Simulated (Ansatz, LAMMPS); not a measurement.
# Glassy 72SiO2-6Al2O3-22SrO (mol %) (93 atoms): where an added charge goes, part 2 of 4

Does an extra electron or hole in glassy 72SiO2-6Al2O3-22SrO (mol %) (93 atoms) stay spread out, or do the atoms trap it?

Ansatz 0.2.0; Kohn-Sham DFT, PBE, PAW (set soft_2), plane waves.

The cell: 23 Si, 4 Al, 7 Sr and 59 O. The quench rate of 10 K/ps far exceeds what a furnace or splat quench reaches. The starting topology of bonds comes from the classical model. Only the Γ point is sampled, in a cell whose shortest periodic width is 11 Å.

So far. Step 2 (Single point at the start): The r.m.s. force at the start is 0.87 eV/Å. Step 3 (Relaxation): The relaxation converged after 10 steps, 4.64 eV below its start, with a largest force component of 0.016 eV/Å.

## 4. Single point at the relaxed geometry

One more single point at the end of the walk gives the fuller output and checks the residual forces.

The input, input.yaml:

```yaml
crystal:
  lattice:
    - [11.07404, 0.0, 0.0]
    - [0.0, 11.07404, 0.0]
    - [0.0, 0.0, 11.07404]
  atoms:
    - { symbol: Si, position: [0.13248, 0.55686, 0.60291] }
    - { symbol: Si, position: [0.7338, 0.11718, 0.06987] }
    - { symbol: Si, position: [0.38219, 0.56937, 0.21502] }
    - { symbol: Si, position: [0.46805, 0.43033, 0.59054] }
    - { symbol: Si, position: [0.0789, 0.21239, 0.29406] }
    - { symbol: Si, position: [0.86319, 0.60579, 0.50614] }
    [... 81 atom lines left out ...]
    - { symbol: O, position: [0.30028, 0.44038, 0.88076] }
    - { symbol: O, position: [0.28585, 0.08784, 0.48439] }
    - { symbol: O, position: [0.87946, 0.85667, 0.18501] }
    - { symbol: O, position: [0.1061, 0.25623, 0.9183] }
    - { symbol: O, position: [0.7433, 0.47313, 0.87485] }
    - { symbol: O, position: [0.12101, 0.44575, 0.6987] }
kpoints:
  mp_grid: { grid: [1, 1, 1] }
hamiltonian:
  xc: pbe
scf:
  occupations: { method: fixed }
output:
  forces: true
  stress: true
  populations: intrinsic
  dos:
    method: { smearing: { sigma: 0.08 } }
    de: 0.1
    projected: { site_lists: { Al: [Al], O: [O], Si: [Si], Sr: [Sr] } }
  eigenvalues: true
  write_density: true
  write_potential: true
  volumetric_format: npy
  elf: true
```

Run with:

```console
> ansatz run input.yaml --threads 4 --pin off --max-ram 8192MiB --backend cpu --events-out ev --progress --plain --runs-dir out
```

Numbers of over 12 decimals in the logs are rounded to 6 here.

The program printed:

```text
[...]
Crystal: 93 atoms, lattice volume = 1358.058 Å³
Basis set: ecut = 420 eV, 26745 PW (Γ), exchange–correlation on 150×150×150 points (8 copies of the dense FFT grid, shifted against one another)
Bands: 357, of which v1, the nominal top of the filled ones, is band 264 counted from 1 (263 counted from 0)
Symmetry: 1 space group operations
[...]
k-points: 1
[...]
SCF iter   1: F=—  HF=-75175.675352 eV  |F-HF|=—  |Δ(HF+E_count)|=         —  Δρ=1.83e-3  dr2=5.17e-2  ethr=1.77e-3  ⟨swp⟩=5.0  Hψ=1416  notcnv=0  defer=90
[...]
SCF iter   9: F=-75175.686599 eV  HF=-75175.686599 eV  |F-HF|=8.27e-9  |Δ(HF+E_count)|=   2.57e-8  Δρ=1.49e-6  dr2=2.78e-8  ethr=1.89e-11  ⟨swp⟩=21.0  Hψ=4010  notcnv=0
SCF 1 converged in 9 iterations: F = -75175.686599 eV  dr2 = 2.78e-8
[...]
SCF converged after 9 iterations
Free energy (F): -75175.686599 eV
[...]
Internal energy: -75175.686599 eV  (E = F + TS)
E sigma→0 (E₀):  -75175.686599 eV
Fermi energy:    3.923655 eV
[...]
--- Forces (eV/Å), atoms counted from 1 ---
  atom   1  Si     0.00534228     0.00306034     0.00292011
  atom   2  Si    -0.00596085    -0.00537220    -0.00350886
  atom   3  Si     0.01120993    -0.00024645    -0.00284712
  atom   4  Si     0.00039854    -0.00214381     0.00136132
  atom   5  Si    -0.00178810    -0.00362580    -0.00597596
  atom   6  Si    -0.00297738     0.00714823    -0.00756768
  atom   7  Si     0.00815896    -0.00055595    -0.00316461
  atom   8  Si     0.00066905     0.00311775    -0.00306808
  atom   9  Si    -0.00471943    -0.00633119    -0.00826940
  atom  10  Si     0.00567742    -0.00409479    -0.00877811
  atom  11  Si    -0.00502628    -0.00788439    -0.01055570
  atom  12  Si    -0.00920524    -0.00122643    -0.00354110
  atom  13  Si    -0.00295533     0.00321791     0.00176498
  atom  14  Si     0.00898436     0.00535100     0.00737441
[...]
atom  92  O      0.01235355     0.00526078    -0.00024154
  atom  93  O     -0.00338857     0.00378616     0.00333263
  max |Σ_I F_I| component: 1.40e-4 eV/Å
--- Stress (GPa, compression-positive) ---
        0.198399      -0.019296       0.345111
       -0.019296      -0.927251       0.575347
        0.345108       0.575344      -2.365574
  P = ⅓ Tr σ = -1.0315 GPa (-10.315 kbar)
--- Band table (eV) ---
[...]
--- intrinsic populations: 93 sites ---
  site symbol       q [e]
     0     Si      2.3519
     1     Si      2.3155
     2     Si      2.3563
[...]
92      O      6.9376
  spilling = 0.000000 (of n_electrons = 528.000000)
```

The job ended after 18 s (4 threads of Arm Neoverse V2, shared host; peak memory 1.7 GiB; 67 s of CPU time).

Numbers from this run:

* free energy: -75175.6866 eV
* free energy per atom: -808.3407 eV/atom
* SCF cycles: 9
* pressure: -1.031 GPa
* r.m.s. force component: 0.00446 eV/Å
* longest force: 0.01823 eV/Å
* Fermi energy: 3.924 eV
* gap (highest filled to lowest empty level): 3.605 eV

Intrinsic-atomic-orbital charges by element and coordination:

```csv
element,coordination,atoms,mean charge (e),spread,least,most
Al,all,4,1.34,0.0227,1.32,1.38
O,all,59,-0.962,0.099,-1.20,-0.841
O,2,25,-0.909,0.0444,-1.10,-0.864
O,3,33,-1.00,0.111,-1.20,-0.841
O,4,1,-0.998,0,-0.998,-0.998
Si,all,23,1.68,0.0512,1.57,1.75
Sr,all,7,1.81,0.0139,1.78,1.82
Sr,5,1,1.80,0,1.80,1.80
Sr,6,3,1.81,0.0084,1.80,1.82
Sr,7,2,1.81,0.005,1.80,1.81
Sr,8,1,1.78,0,1.78,1.78
```

States in the cell by windows of 1 eV, zero at the Fermi level; the larger projections on atomic orbitals stand beside the total:

```csv
from (eV),to (eV),total,O p,Si p
-14,-11,0.0,0.0,0.0
-11,-10,1.9,1.2,0.1
-10,-9,10.1,6.7,0.5
-9,-8,13.0,8.9,1.1
-8,-7,16.0,11.5,1.9
-7,-6,30.8,23.5,5.2
-6,-5,22.2,17.3,2.7
-5,-4,45.5,37.3,3.9
-4,-3,60.5,53.5,2.8
-3,-2,71.2,66.3,1.7
-2,-1,61.7,58.5,1.1
-1,0,20.6,19.7,0.3
0,1,0.4,0.4,0.0
1,3,0.0,0.0,0.0
3,4,2.0,0.0,0.0
4,5,1.0,0.1,0.1
```

The curve was stored every 0.100 eV, coarse against its broadening of 0.08 eV, so these counts are rough.

With fixed occupations the program's Fermi level is the highest filled level; weight inside the gap is the broadening of levels at its edges.

Between -26 and -14 eV lie 160 more states.

The levels nearest the highest filled one (over half full), pooled over k-points and spins:

```csv
level less the highest filled one (eV),occupation
-0.745,2
-0.579,2
-0.450,2
-0.333,2
-0.300,2
0,2
3.61,0
5.06,0
5.11,0
5.21,0
5.34,0
5.40,0
```

Valence density in the bc plane at fractional x = 0.706, with atoms of Si and Al and Sr and O within 0.2 Å of it. It is the smooth field of the valence electrons, not physical close to the nuclei.

Ten steps, logarithmic in the rise over the least value, from '0' (0.0 e/Å³) to '9' (6.8 e/Å³), each cell a mean:
```
5432246775333333210001111001245
4321123443223566421000110001234
2211011111124688631000000111122
1222110000013577531000012344311
2344320000001344321000024787531
3455421000000111100000136998632
2345421000000000000011135787532
1222211111000000001233223554311
0001112332100000001344332333210
0000013554321100001344322344320
0000013555432211101222223567531
2221112344323332110111113588752
4565311233223333210000012467643
6898522345433322100000001234434
6898533577642111000000000122334
4565434689752000000000000123333
2233223577631000000122110134432
1111112234321000013566421123321
0112211111111222125777752112110
0123321000124565335777752000000
1234332111136897434677641000000
2333333322236887422344310000011
4432245554334665310011111000123
5433356875333332100001111001245
```
Columns run along b (11.1 Å), rows up along c (11.1 Å). Atoms in or near the plane, at fractional coordinates: Si at (0.35, 0.48), Al at (0.99, 0.83), Sr at (0.67, 0.19), O at (0.84, 0.76), O at (0.07, 0.40).

Electrostatic potential energy in the bc plane at fractional x = 0.706, with atoms of Si and Al and Sr and O within 0.2 Å of it. With pseudopotentials it is smooth inside the atoms' cores, unlike the true potential.

Values in eV, 13 rows by 16 columns, each cell a mean:
```
  1   3   5  -2  -3   1  -6   1   8   9   9  10  10  10   7   1
 -9   2   9  11  10   9   6 -20  -3   8   7   9  10   9   0  -9
 -8   0   9  11  11  11  11   7   8   7   7   9   4 -21 -12  -8
  4   5   9  10  10  11  10  10   9   8   8   8   0 -26  -7   3
 10  10  10  10   9   9   9   9  10  10   8   6  -3  -6   5   9
  9  10  10   8   1  -6  -2   7   9   9   8   8   4  -3  -1   8
  4   6  10   8  -8 -38 -29   2   9   9   9   9   9 -10 -19  -4
-18 -31   4   7  -6 -19  -9   6   9   9   8   9   9   6  -7 -15
  2  -4   2   3 -27 -13   7   9   9   7   5   6   8   9   6   5
  9   7   5   6   5   7   9   9   7  -1 -20 -14   4   9  10  10
  7   5   4   6   7   7   6  -1   6 -14 -39 -36  -1   8  10   9
  1 -25 -26   0   7   7  -6 -29   3   1 -15 -10   4   8   9   8
 -1 -24 -25 -10  -6   0  -7   1   9   8   7   8   9   9   9   5
```
Columns run along b (11.1 Å; values clipped at the 3rd and 97th percentile), rows up along c (11.1 Å). Atoms in or near the plane, at fractional coordinates: Si at (0.35, 0.48), Al at (0.99, 0.83), Sr at (0.67, 0.19), O at (0.84, 0.76), O at (0.07, 0.40).

Between filled and empty levels lie 3.61 eV (at Γ alone); a semilocal functional tends to put such gaps too low. In a disordered cell it changes from sample to sample, and tail or defect levels can set it. Mean intrinsic-atomic-orbital charges: Al +1.34, O -0.96, Si +1.68, Sr +1.81 e.

## 5. An extra electron, atoms held

The electron count changes by one with the atoms held: a vertical process, on a uniform background, with spin and a narrow Fermi–Dirac smearing. Its energy against the neutral cell hangs on the program's zero of potential.

The input, input.yaml:

```yaml
crystal:
  lattice:
    - [11.07404, 0.0, 0.0]
    - [0.0, 11.07404, 0.0]
    - [0.0, 0.0, 11.07404]
  atoms:
    [... the 93 atom lines of step 4 ...]
total_charge: -1
kpoints:
  mp_grid: { grid: [1, 1, 1] }
hamiltonian:
  xc: pbe
scf:
  occupations: { method: fermi_dirac, width: 0.01 }
  lower_state_search: "off"
output:
  forces: true
  stress: true
  populations: true
  dos:
    method: { smearing: { sigma: 0.1 } }
    de: 0.1
    projected: { site_lists: { Al: [Al], O: [O], Si: [Si], Sr: [Sr] } }
  eigenvalues: true
  write_density: true
  write_potential: true
  volumetric_format: npy
magnetization:
  spin_polarized: true
  initial_magnetization: 1
```

The program printed:

```text
[...]
Crystal: 93 atoms, lattice volume = 1358.058 Å³
Basis set: ecut = 420 eV, 26745 PW (Γ), exchange–correlation on 150×150×150 points (8 copies of the dense FFT grid, shifted against one another)
Bands: 358, of which v1, the nominal top of the filled ones, is band 265 counted from 1 (264 counted from 0)
Symmetry: 1 space group operations
[...]
k-points: 1
[...]
Starting moments: Σ|m| = 1 μB on 93 of 93 sites
[...]
SCF iter   1: F=—  HF=-75220.025419 eV  |F-HF|=—  |Δ(HF+E_count)|=         —  Δρ=4.68e-2 (↑4.62e-2 ↓4.68e-2)  dr2=1.62e2  dr2_m=4.07e-2  M=1.000 μB ∫|m|=1.022 μB  β_m=1.00  ethr=3.10e-3  ⟨swp⟩=9.0  Hψ=4022  notcnv=0  defer=111
[...]
spin=Collinear: Resta preconditioning applied to the charge; magnetization (m = ρ↑ − ρ↓) channel mixes plain (no charge-response kernel on spin).
SCF iter   2: F=—  HF=-75186.008928 eV  |F-HF|=—  |Δ(HF+E_count)|=         —  Δρ=2.46e-2 (↑2.46e-2 ↓2.46e-2)  dr2=5.84e1  dr2_m=1.53e-3  M=1.000 μB ∫|m|=1.055 μB  β_m=0.30  ethr=3.10e-3  ⟨swp⟩=3.0  Hψ=1327  notcnv=0  defer=172
[...]
SCF iter   8: F=—  HF=-75168.176524 eV  |F-HF|=—  |Δ(HF+E_count)|=   1.79e-2  Δρ=5.01e-4 (↑5.01e-4 ↓4.43e-4)  dr2=5.92e-3  dr2_m=1.26e-3  M=0.749 μB ∫|m|=0.778 μB  β_m=0.30  ethr=3.38e-6  ⟨swp⟩=4.0  Hψ=1097  notcnv=0  defer=172
[...]
spin-set hold released at iteration 8 (site moments contracting): the magnetisation degrees of freedom join the quasi-Newton model from the next iteration; the mixer history was flushed
SCF iter   9: F=—  HF=-75168.181637 eV  |F-HF|=—  |Δ(HF+E_count)|=   5.11e-3  Δρ=3.81e-4 (↑3.81e-4 ↓3.26e-4)  dr2=3.68e-3  dr2_m=7.19e-4  M=0.713 μB ∫|m|=0.741 μB  β_m=0.65  ethr=1.12e-6  ⟨swp⟩=2.5  Hψ=947  notcnv=0  defer=172
SCF iter  10: F=—  HF=-75168.191317 eV  |F-HF|=—  |Δ(HF+E_count)|=   9.68e-3  Δρ=1.07e-4 (↑1.07e-4 ↓9.45e-5)  dr2=3.89e-4  dr2_m=9.25e-5  M=0.511 μB ∫|m|=0.536 μB  β_m=0.82  ethr=6.96e-7  ⟨swp⟩=4.0  Hψ=1114  notcnv=0  defer=172
[...]
SCF iter  18: F=-75168.191142 eV  HF=-75168.191142 eV  |F-HF|=1.92e-8  |Δ(HF+E_count)|=   1.72e-7  Δρ=7.33e-7 (↑7.33e-7 ↓5.94e-7)  dr2=2.68e-8  dr2_m=8.88e-10  M=0.001 μB ∫|m|=0.001 μB  β_m=0.89  ethr=1.89e-11  ⟨swp⟩=27.0  Hψ=7479  notcnv=0
SCF iter  19: F=-75168.191142 eV  HF=-75168.191142 eV  |F-HF|=7.42e-9  |Δ(HF+E_count)|=   3.26e-8  Δρ=5.97e-7 (↑5.76e-7 ↓5.97e-7)  dr2=1.62e-8  dr2_m=2.47e-11  M=0.000 μB ∫|m|=0.000 μB  ethr=5.06e-12  ⟨swp⟩=6.0  Hψ=4154  notcnv=0
WARN: the starting moments were not kept: the SCF closed with an absolute magnetisation of 1.0e-4 μB, where they sum to 1 μB in size (93 sites). That is at most 0.1 of that sum. Measured as dr2_m measures the in/out step, that magnetisation stands 4.5e-11 eV from none, [...]
SCF 1 converged in 19 iterations: F = -75168.191142 eV  dr2 = 1.62e-8
[...]
SCF converged after 19 iterations
Magnetization: 0.0001 μB (264.5001 up, 264.4999 down)
Absolute magnetization: 0.0001 μB (∫|ρ↑−ρ↓|, with the PAW one-centre terms)
[...]
Per-site moments (μB) at R_I (Å): [(1.0892453566287646e-7, 0.665613), (2.349719393841778e-7, 0.669781), (8.123014921998719e-8, 0.654643), (1.0672012309597202e-7, 0.664921), (2.338190464585667e-7, 0.665229), [...]
Free energy (F): -75168.191142 eV
[...]
Internal energy: -75168.177279 eV  (E = F + TS)
E sigma→0 (E₀):  -75168.184211 eV
Entropy (-TS):   -0.013863 eV (-0.149 meV/atom)
Fermi energy:    7.488270 eV
[...]
Σ components = -75168.191142   (vs F -75168.191142, Δ=0.00e0)
--- Forces (eV/Å), atoms counted from 1 ---
  atom   1  Si     0.02946796     0.04908171     0.02739544
  atom   2  Si     0.00907381    -0.09581560    -0.07377419
  atom   3  Si     0.04477677     0.02814683     0.00337951
  atom   4  Si    -0.03666972     0.08655281    -0.00474555
[...]
atom  93  O     -0.00723312    -0.02397655    -0.00019661
  max |Σ_I F_I| component: 5.17e-5 eV/Å
--- Stress (GPa, compression-positive) ---
        0.420159      -0.009960       0.340602
       -0.009961      -0.660246       0.557223
        0.340599       0.557220      -2.073443
  P = ⅓ Tr σ = -0.7712 GPa (-7.712 kbar)
--- Band table (eV) ---
[...]
--- Löwdin populations: 93 sites ---
  site symbol       q [e]    m [muB]
     0     Si      2.3410     0.0000
     1     Si      2.3126     0.0000
     2     Si      2.3439     0.0000
[...]
92      O      6.8509     0.0000
  spilling = 0.013059 (of n_electrons = 529.000000)
```

Run time: 52 s. Hardware: 4 threads; peak memory 2.7 GiB.

The program notes that starting moments were not kept.

An extra electron, atoms held: the energy stands 7.50 eV above that of the reference. An odd electron should give 1 μB; this run ended with the carrier shared between both spins.

The levels nearest the highest filled one (over half full), pooled over k-points and spins:

```csv
level less the highest filled one (eV),occupation
-3.58,1
-3.58,1
0,0.5
0,0.5
1.45,0
1.45,0
1.52,0
1.52,0
```

## 6. An extra electron, atoms relaxed

The atoms now respond to the charge; the energy gained comes from screening by the atoms, from trapping if the charge localises, and from any strain left in the reference.

input.yaml, the sections that differ from step 5:

```yaml
output:
  forces: true
relax:
  f_tol: 0.05
  max_steps: 90
# crystal, total_charge, kpoints, hamiltonian, scf, magnetization: as in step 5
```

The program printed:

```text
[...]
Crystal: 93 atoms, lattice volume = 1358.058 Å³
Basis set: ecut = 420 eV, 26745 PW (Γ), exchange–correlation on 150×150×150 points (8 copies of the dense FFT grid, shifted against one another)
Bands: 358, of which v1, the nominal top of the filled ones, is band 265 counted from 1 (264 counted from 0)
Symmetry: 1 space group operations
[...]
k-points: 1
[...]
Starting moments: Σ|m| = 1 μB on 93 of 93 sites
[...]
SCF iter   1: F=—  HF=-75220.025419 eV  |F-HF|=—  |Δ(HF+E_count)|=         —  Δρ=4.68e-2 (↑4.62e-2 ↓4.68e-2)  dr2=1.62e2  dr2_m=4.07e-2  M=1.000 μB ∫|m|=1.022 μB  β_m=1.00  ethr=3.10e-3  ⟨swp⟩=9.0  Hψ=4022  notcnv=0  defer=111
[...]
SCF iter   2: F=—  HF=-75186.008923 eV  |F-HF|=—  |Δ(HF+E_count)|=         —  Δρ=2.46e-2 (↑2.46e-2 ↓2.46e-2)  dr2=5.84e1  dr2_m=1.53e-3  M=1.000 μB ∫|m|=1.055 μB  β_m=0.30  ethr=3.10e-3  ⟨swp⟩=3.0  Hψ=1327  notcnv=0  defer=172
[...]
SCF iter   8: F=—  HF=-75168.174716 eV  |F-HF|=—  |Δ(HF+E_count)|=   1.60e-2  Δρ=5.01e-4 (↑5.01e-4 ↓4.43e-4)  dr2=5.91e-3  dr2_m=1.26e-3  M=0.749 μB ∫|m|=0.778 μB  β_m=0.30  ethr=3.38e-6  ⟨swp⟩=4.0  Hψ=1097  notcnv=0  defer=172
[...]
SCF iter  10: F=—  HF=-75168.189493 eV  |F-HF|=—  |Δ(HF+E_count)|=   9.66e-3  Δρ=1.06e-4 (↑1.06e-4 ↓9.46e-5)  dr2=3.89e-4  dr2_m=9.23e-5  M=0.511 μB ∫|m|=0.536 μB  β_m=0.82  ethr=6.95e-7  ⟨swp⟩=4.0  Hψ=1114  notcnv=0  defer=172
[...]
SCF iter  15: F=-75168.191133 eV  HF=-75168.191130 eV  |F-HF|=2.69e-6  |Δ(HF+E_count)|=   3.27e-5  Δρ=1.09e-5 (↑9.36e-6 ↓1.09e-5)  dr2=1.47e-6  dr2_m=9.75e-7  M=0.060 μB ∫|m|=0.063 μB  β_m=0.93  ethr=7.96e-10  ⟨swp⟩=1.0  Hψ=2166  notcnv=0
SCF iter  16: F=-75168.191141 eV  HF=-75168.191142 eV  |F-HF|=8.69e-7  |Δ(HF+E_count)|=   1.13e-5  Δρ=7.36e-6 (↑6.04e-6 ↓7.36e-6)  dr2=1.74e-6  dr2_m=7.86e-8  M=0.016 μB ∫|m|=0.017 μB  ethr=2.79e-10  ⟨swp⟩=1.0  Hψ=2188  notcnv=0
[...]
SCF 1 converged in 16 iterations: F = -75168.191141 eV  dr2 = 1.74e-6
[...]
relax step   1: F+E_penalty+E_count = -75168.19114071 eV  Δ(F+E_penalty+E_count) = +0.000e0 eV  max|allowed force component| = 1.085e-1 eV/Å  Δτ_max = 0.0000 Å  (16 SCF iters, dr2 threshold 6.25e-5 eV, accepted)
[...]
relax step   2: F+E_penalty+E_count = -75168.19445842 eV  Δ(F+E_penalty+E_count) = -3.318e-3 eV  max|allowed force component| = 1.289e-1 eV/Å  Δτ_max = 0.0576 Å  (14 SCF iters, accepted)
[...]
relax step   3: F+E_penalty+E_count = -75168.19923045 eV  Δ(F+E_penalty+E_count) = -4.772e-3 eV  max|allowed force component| = 4.913e-2 eV/Å  Δτ_max = 0.0306 Å  (13 SCF iters, accepted)
SCF converged after 13 iterations
Magnetization: -0.0000 μB (264.5000 up, 264.5000 down)
Absolute magnetization: 0.0000 μB (∫|ρ↑−ρ↓|, with the PAW one-centre terms)
[...]
Per-site moments (μB) at R_I (Å): [(-3.257544912531717e-10, 0.665464), (-1.3216861812728866e-9, 0.670279), (4.4564413221627915e-10, 0.654611), (-1.908813915754595e-9, 0.664865), (-2.1444657602068504e-9, [...]
Free energy (F): -75168.199230 eV
[...]
Internal energy: -75168.185368 eV  (E = F + TS)
E sigma→0 (E₀):  -75168.192299 eV
Entropy (-TS):   -0.013863 eV (-0.149 meV/atom)
Fermi energy:    7.474471 eV
[...]
Σ components = -75168.199230   (vs F -75168.199230, Δ=0.00e0)
--- Forces (eV/Å), atoms counted from 1 ---
  atom   1  Si     0.00255644     0.01906471     0.01275192
  atom   2  Si     0.01395430    -0.00487971    -0.03782556
  atom   3  Si     0.01444205     0.02241258     0.01817846
  atom   4  Si    -0.00205962     0.04913233     0.02004696
[...]
atom  93  O      0.00806840    -0.01225197    -0.00175148
  max |Σ_I F_I| component: 1.33e-4 eV/Å
--- Relaxed structure (3 steps of the walk, 3 accepted, 0 SCFs on fresh bases) ---
  F+E_penalty+E_count = -75168.19923045 eV   max|allowed force component| = 4.913e-2 eV/Å
  atoms:
    - { symbol: Si, position: [0.132358, 0.556816, 0.602936] }
    - { symbol: Si, position: [0.734081, 0.117259, 0.069349] }
    - { symbol: Si, position: [0.382403, 0.569231, 0.215225] }
    - { symbol: Si, position: [0.467992, 0.430503, 0.590998] }
[...]
- { symbol: O, position: [0.120847, 0.445650, 0.698694] }
```

Elapsed: 83 s, on 4 threads; peak memory 2.7 GiB.

The relaxation converged after 3 steps, 0.00809 eV below its start, with a largest force component of 0.049 eV/Å.

An extra electron, atoms relaxed: the energy stands 7.49 eV above that of the reference. An odd electron should give 1 μB; this run ended with the carrier shared between both spins.

(Part 2 of 4 ends here.)

[Logs are printed without paths, hosts, clocks, repeated set-up lines and the standing remarks that a program may print on its own settings, such as how far it seeks lower states.]

[Hosts, paths, dates, database ids (printed as entryN), source tags and the programs' standing remarks are cut or masked in the printed files.]
